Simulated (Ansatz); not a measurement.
## From PBE to G0W0: K3SCl (antiperovskite) (Pm-3m)

Aim: the quasiparticle gap of K3SCl (antiperovskite) (Pm-3m), starting from PBE.

Program: Ansatz 0.2.0. Level of theory: PBE, then G0W0 on it, plane waves, PAW. Results are calculated unless marked as measured.

Most raw output is cut from this account.

The structure was built from a prototype and need not be the compound's stable phase.

In doubt: masses and optical values from hybrid runs of this build are listed as unsure (in some of the runs), which bears on the screening that GW takes from such a start.

## Step 1: The starting structure

Symmetry: Pm-3m, No. 221, cubic system. Conventional cell: a = 6.065 Å, b = 6.065 Å, c = 6.065 Å, α = 90.00°, β = 90.00°, γ = 90.00°. Nearest to Cl lie 12 K at 4.29 Å. Nearest to S lie 6 K at 3.03 Å. K has 2 S at 3.03 Å nearest. It derives from Cl1K3S1. Farther neighbours and most contacts between anions are not listed.

The start is a generated structure, not a measured one. The structure type comes from a generator and need not be one that this composition takes. The default PAW set here is soft_2. Its files were made with PBE.

## Step 2: Relaxing the structure

The structure is relaxed first.

This step: DFT, PBE, plane waves, PAW.

Input file input.yaml:

```yaml
crystal:
  lattice:
    - [6.06465728, 0.0, 0.0]
    - [0.0, 6.06465728, 0.0]
    - [0.0, 0.0, 6.06465728]
  atoms:
    - { symbol: Cl, position: [0.0, 0.0, 0.0] }
    - { symbol: S, position: [0.5, 0.5, 0.5] }
    - { symbol: K, position: [0.5, 0.5, 0.0] }
    - { symbol: K, position: [0.5, 0.0, 0.5] }
    - { symbol: K, position: [0.0, 0.5, 0.5] }
kpoints:
  mp_grid: { grid: [4, 4, 4] }
hamiltonian:
  xc: pbe
scf:
  occupations: { method: fermi_dirac, width: 0.02 }
relax:
  f_tol: 0.01
  max_steps: 100
  cell: {}
```

The run is started by

```sh
$ ansatz run input.yaml --threads 4 --pin off --max-ram 17510MiB --backend cpu --events-out ev --progress --plain --runs-dir out
```

Elapsed: 3.5 s, on 4 threads of Arm Neoverse V2, shared host; peak memory 0.5 GiB.

Relaxation path:

```csv
step,energy less that of the first step (eV),largest force component (eV/Å),pressure (GPa),volume (Å³)
1,0.0000,0.0000,-0.50,223.06
2,-0.0083,0.0000,-0.36,219.97
3,-0.0160,0.0000,0.03,212.77
4*,-0.0160,0.0000,0.03,212.77
```

Relaxation steps marked * repeat the geometry before them on a plane-wave basis chosen anew for their cell, so energy and pressure can jump there.

The run keeps the 48 symmetry operations that it works with, so distortions that break them were not tested.

```csv
"conventional cell, symmetrised",before,after,change
a (Å),6.065,5.970,-1.6 %
b (Å),6.065,5.970,-1.6 %
c (Å),6.065,5.970,-1.6 %
volume (Å³/atom),44.61,42.55,-4.6 %
```

Final coordinates:

```xyz
5
Lattice="5.9700 0.0000 0.0000 0.0000 5.9700 0.0000 0.0000 0.0000 5.9700" Properties=species:S:1:pos:R:3 pbc="T T T"
Cl    0.0000    0.0000    0.0000
S     2.9850    2.9850    2.9850
K     2.9850    2.9850    0.0000
K     2.9850    0.0000    2.9850
K     0.0000    2.9850    2.9850
```

## Step 3: Bands along the symmetry lines

Levels along a band path and on the mesh show where this functional puts the band edges.

Input file input.yaml:

```yaml
crystal:
  lattice:
    - [5.9699615649, 0.0, 0.0]
    - [0.0, 5.9699615649, 0.0]
    - [0.0, 0.0, 5.9699615649]
  atoms:
    - { symbol: Cl, position: [0.0, 0.0, 0.0] }
    - { symbol: S, position: [0.5, 0.5, 0.5] }
    - { symbol: K, position: [0.5, 0.5, 0.0] }
    - { symbol: K, position: [0.5, 0.0, 0.5] }
    - { symbol: K, position: [0.0, 0.5, 0.5] }
kpoints:
  mp_grid: { grid: [4, 4, 4] }
  band_path:
    path:
      - [[0.0, 0.0, 0.0], [0.0, 0.5, 0.0], [0.5, 0.5, 0.0], [0.0, 0.0, 0.0], [0.5, 0.5, 0.5], [0.0, 0.5, 0.0]]
      - [[0.5, 0.5, 0.5], [0.5, 0.5, 0.0]]
    npoints: 10
hamiltonian:
  xc: pbe
scf:
  occupations: { method: fermi_dirac, width: 0.02 }
  n_extra_bands: 5
output:
  eigenvalues: true
  forces: true
  stress: true
  write_density: true
  write_potential: true
  elf: true
  volumetric_format: npy
```

Wall time 2.6 s (4 threads); peak memory 0.49 GiB.

Numbers from this step:

| Quantity | Value |
| --- | --- |
| pressure | 0.02967 GPa |
| filled bands | 20 |
| gap | 1.832 eV |
| valence top at | Γ |
| conduction bottom at | Γ |
| least direct gap | 1.832 eV |

Over mesh and path the gap is 1.832 eV, direct, at k = Γ.

Electronic bands along the path, in eV, zero at the top of the highest nominally filled band:

```csv
point,band 17,band 18,band 19,band 20,band 21,band 22,band 23,band 24
Γ,-1.76,0.00,0.00,0.00,1.83,4.14,4.14,4.91
halfway,-1.76,-0.39,-0.04,-0.04,2.32,4.15,4.44,5.05
X,-1.76,-0.72,-0.08,-0.08,3.26,3.46,4.93,5.25
halfway,-1.76,-0.70,-0.41,-0.11,3.50,3.76,4.81,5.30
M,-1.76,-0.69,-0.69,-0.13,3.87,4.42,4.54,4.54
halfway,-1.76,-0.42,-0.37,-0.07,2.71,4.41,4.44,5.12
Γ,-1.76,0.00,0.00,0.00,1.83,4.14,4.14,4.91
halfway,-1.81,-0.43,-0.42,-0.42,3.06,4.62,4.62,4.98
R,-1.82,-0.81,-0.81,-0.81,4.71,4.88,4.88,4.88
halfway,-1.79,-0.72,-0.46,-0.43,3.74,4.06,4.92,5.13
X,-1.76,-0.72,-0.08,-0.08,3.26,3.46,4.93,5.25
jump to R,-1.82,-0.81,-0.81,-0.81,4.71,4.88,4.88,4.88
halfway,-1.79,-0.75,-0.75,-0.49,4.16,4.66,4.66,4.70
M,-1.76,-0.69,-0.69,-0.13,3.87,4.42,4.54,4.54
```

Electrostatic potential energy in the ac plane at fractional y = 0.500, with atoms of S and K within 0.2 Å of it. With pseudopotentials it is smooth inside the atoms' cores, unlike the true potential.

Ten even steps from '0' (-43 eV) to '9' (6 eV), each cell a mean:
```
99999851003799999
99999974236899999
99999998778999999
99999999999999999
89999999999999999
67899998789999987
24799985336999863
01589962223899730
00489952323799720
02689973225899841
56899997568999975
88999999999999998
99999999999999999
99999998889999999
99999986457899999
99999862014799999
99999850002689999
```
Columns run along a (6.0 Å; values clipped at the 3rd and 97th percentile), rows up along c (6.0 Å). Atoms in or near the plane, at fractional coordinates: S at (0.50, 0.50), K at (0.50, 0.00), K at (0.00, 0.50).

Valence density in the ac plane at fractional y = 0.500, with atoms of S and K within 0.2 Å of it. It is the smooth field of the valence electrons, not physical close to the nuclei.

Values in e/Å³, 9 rows by 16 columns, each cell a mean:
```
0.0 0.0 0.0 0.0 0.0 0.3 1.2 2.8 3.2 2.1 0.7 0.1 0.0 0.0 0.0 0.0
0.0 0.0 0.0 0.0 0.0 0.1 0.2 0.4 0.4 0.3 0.1 0.0 0.0 0.0 0.0 0.0
0.2 0.1 0.1 0.0 0.1 0.1 0.2 0.3 0.3 0.2 0.1 0.1 0.0 0.0 0.1 0.2
2.6 1.6 0.5 0.1 0.1 0.3 0.7 1.0 0.9 0.9 0.5 0.2 0.1 0.2 0.9 2.2
4.1 3.0 1.0 0.2 0.2 0.5 1.0 0.8 0.5 1.0 0.8 0.3 0.2 0.4 1.8 3.8
1.5 0.9 0.3 0.1 0.1 0.3 0.5 0.8 0.9 0.7 0.4 0.2 0.1 0.1 0.5 1.3
0.1 0.0 0.0 0.0 0.0 0.1 0.1 0.2 0.2 0.2 0.1 0.1 0.0 0.0 0.0 0.1
0.0 0.0 0.0 0.0 0.0 0.1 0.3 0.8 1.0 0.6 0.2 0.0 0.0 0.0 0.0 0.0
0.0 0.0 0.0 0.0 0.1 0.4 1.7 3.5 3.9 2.8 0.9 0.2 0.0 0.0 0.0 0.0
```
Columns run along a (6.0 Å), rows up along c (6.0 Å). Atoms in or near the plane, at fractional coordinates: S at (0.50, 0.50), K at (0.50, 0.00), K at (0.00, 0.50).

## Step 4: The quasiparticle correction

G0W0 replaces the xc potential by a self-energy built once from the orbitals of the start. Levels are corrected in the window of bands that the input names, at points of the mesh.

This step: G0W0 on PBE, plane waves, PAW.

input.yaml, the sections that differ from step 3:

```yaml
kpoints:
  mp_grid: { grid: [2, 2, 2] }
scf:
  occupations: { method: fixed }
gw:
  n_empty_bands: 635
  ecut_chi: 120.0
  qp_bands: [v2, c2]
  qp_kpoints: band_edges
  screening: { model: contour_deformation }
# crystal, hamiltonian: as in step 3
# output: removed
```

Run time: 51 s. Hardware: 4 threads; peak memory 3.2 GiB.

Numbers from this step:

```
bands summed                                    : 655
RPA ε∞ on this mesh (eigenvalues)               : 2.641, 2.641, 2.641
plane waves in the screening matrix             : 619
q-points in the mesh                            : 8
G0W0 gap over the corrected points              : 3.513 eV
k of the valence top                            : 0, 0, 0
k of the conduction bottom                      : 0, 0, 0
starting gap on the mesh                        : 1.793 eV
Z at the valence top                            : 0.7308
Z at the conduction bottom                      : 0.8106
least direct G0W0 gap over the corrected points : 3.513 eV
```

Over all 4 irreducible mesh points the G0W0 gap is 3.513 eV, direct, at k = Γ. The PBE gap of this run on the mesh is 1.793 eV. The two states that bound the G0W0 gap lie that far apart at the start, so the correction of the gap is 3.513 − 1.793 = +1.720 eV. The start of this run differs from the step before in mesh (4×4×4 and 2×2×2). The program marks 8 of the 16 corrected levels as in doubt (energies apart, Σc rises), among them the valence top.

Labels follow the order of the start: v1 is the top filled band, c1 the lowest empty one; levels that stay degenerate share a row, the window can cut a multiplet, doubted levels are not marked in this list, bands outside the window were not corrected, and the list may be a part of the corrected levels. The levels before and after the correction (eV, zero at the valence-band top of each column):

```csv
,conduction bottom,valence top
Kohn-Sham,1.79,0.00
G0W0,3.51,0.00
```

```csv
,level,occupation,energy (eV)
Kohn-Sham,Γ v2-v1,2,0.000
Kohn-Sham,Γ c1,0,1.793
Kohn-Sham,Γ c2,0,4.102
G0W0,Γ v2-v1,2,0.000
G0W0,Γ c1,0,3.513
G0W0,Γ c2,0,6.032
```

The parts of the quasiparticle energy for the two states that bound the G0W0 gap, in eV on the run's own scale (QP = start + Σx + Σc − Vxc, with Σc at the quasiparticle energy):

```csv
edge,k,band,start,Σx,Σc,Vxc,Z,QP
valence top,Γ,19,1.401,−17.580,2.176,−14.113,0.731,0.110
conduction bottom,Γ,21,3.193,−2.764,−2.763,−5.957,0.811,3.623
```

## Step 5: Side by side

Each gap is the least one over the points named; times are wall times on shared hosts, not benchmarks. A G0W0 time includes the run's own self-consistent start. Rows marked * are further runs, not shown as steps, whose inputs differ from the G0W0 step on the same start in the columns given; solver thresholds can differ too. Rows marked ? have an edge level that the program doubts.

```csv
level,mesh,"files, cutoff","bands summed, screening",points,gap (eV),valence top,conduction bottom,least direct gap (eV),time
PBE,4×4×4,"soft_2 PAW, 420 eV",-,mesh and path,1.832,Γ,Γ,1.832,2.6 s
G0W0@PBE*,2×2×2,"soft_2 PAW, 420 eV","124, 36 eV",all 4 irreducible mesh points,3.186,Γ,Γ,3.186,3.3 s
G0W0@PBE*,2×2×2,"soft_2 PAW, 420 eV","315, 72 eV",all 4 irreducible mesh points,3.375,Γ,Γ,3.375,11 s
G0W0@PBE?,2×2×2,"soft_2 PAW, 420 eV","655, 120 eV",all 4 irreducible mesh points,3.513,Γ,Γ,3.513,51 s
G0W0@PBE*,2×2×2,"soft_2 PAW, 420 eV","655, 120 eV, plasmon pole",all 4 irreducible mesh points,3.650,Γ,Γ,3.650,61 s
```

## Step 6: What came out

| Quantity | Value |
| --- | --- |
| PBE gap over mesh and path | 1.832 eV, direct, at k = Γ |
| G0W0@PBE gap over all 4 irreducible mesh points | 3.513 eV, direct, at k = Γ |
| GW settings | 2×2×2 mesh, 635 empty bands, screening to 120 eV |
| known limits | finite bands, screening cutoff and k mesh; no spin-orbit coupling in G0W0; screening cutoff under 40 eV in some runs |

In words: Over all 4 irreducible mesh points the G0W0 gap is 3.513 eV, direct, at k = Γ. The PBE gap of this run on the mesh is 1.793 eV. The two states that bound the G0W0 gap lie that far apart at the start, so the correction of the gap is 3.513 − 1.793 = +1.720 eV. The valence state moves by 0.110 − 1.401 = −1.291 eV and the conduction state by 3.623 − 3.193 = +0.430 eV, on the run's own scale; with 124 bands the edge states move by −0.893 and +0.500 eV, so the split between the edges depends on the bands and cutoff. Both edges that PBE shows over mesh and path lie at k points where levels were corrected. Levels at other points were not corrected, so a lower G0W0 gap elsewhere in the zone is not ruled out. From 124 bands and 36 eV to 655 bands and 120 eV the gap moves by 3.513 − 3.186 = +0.327 eV (rung by rung 3.186, 3.375, 3.513 eV); bands and screening cutoff rise together, so their parts are not told apart. An edge row is in doubt in the run with 655 bands, so no limit is drawn and it is not known. With the plasmon pole model in place of the contour deformation model and all else as in the G0W0@PBE row with 655 bands, the gap differs by 3.650 − 3.513 = +0.137 eV. The program doubts an edge level of G0W0@PBE with 655 bands (2×2×2, soft_2 PAW). G0W0 on other starts in this series, not shown as steps and not all at these settings: 3.932 eV on r2SCAN (2×2×2, soft_2 PAW, 655 bands, 120 eV) and 4.276 eV on HSE06 (2×2×2, soft_2 PAW, 655 bands, 120 eV). For the G0W0 step: the program marks 8 of the 16 corrected levels as in doubt (energies apart, Σc rises), among them the valence top. The G0W0 runs are scalar-relativistic. No pair of G0W0 runs that differ in the mesh alone is shown (2×2×2 is a supercell whose nearest images lie 12 Å apart), so the error from the mesh is not known here. G0W0@PBE runs of this series with other atomic data on the same mesh, not shown as steps, give 3.552 eV (hard PAW, 660 eV, 961 bands, screening to 156 eV); where bands and cutoffs differ too, the part of the files is not isolated. The program doubts an edge level of G0W0@PBE with 961 bands (2×2×2, hard PAW). A screening cutoff under 40 eV is crude: G0W0@PBE with 124 bands at 36 eV.

[Paths, hosts, dates, memory and timing lines, banners, echoed tables and standing remarks are left out of the program output.]

[Logs are printed without paths, hosts, clocks, repeated set-up lines and the standing remarks that a program may print on its own settings, such as how far it seeks lower states.]

[Runs of the session that timed out or met a known fault of the program may be left out.]

[Cells called generated may have been cut or substituted from an entry of the Crystallography Open Database or the Materials Project.]

[Hosts, paths, dates, database ids (printed as entryN), source tags and the programs' standing remarks are cut or masked in the printed files.]

[Where an RPA ε∞ is given, it is that of the G0W0 mesh and is not shown converged in it. Names of k-points follow the symmetry that the program found, which can be lower than the space group named. Band edges on a path are those of the sampled points; other points can move an edge, and change direct to indirect where valleys lie close.]

[Hybrid gaps are those of their k-mesh and are not shown converged in it.]
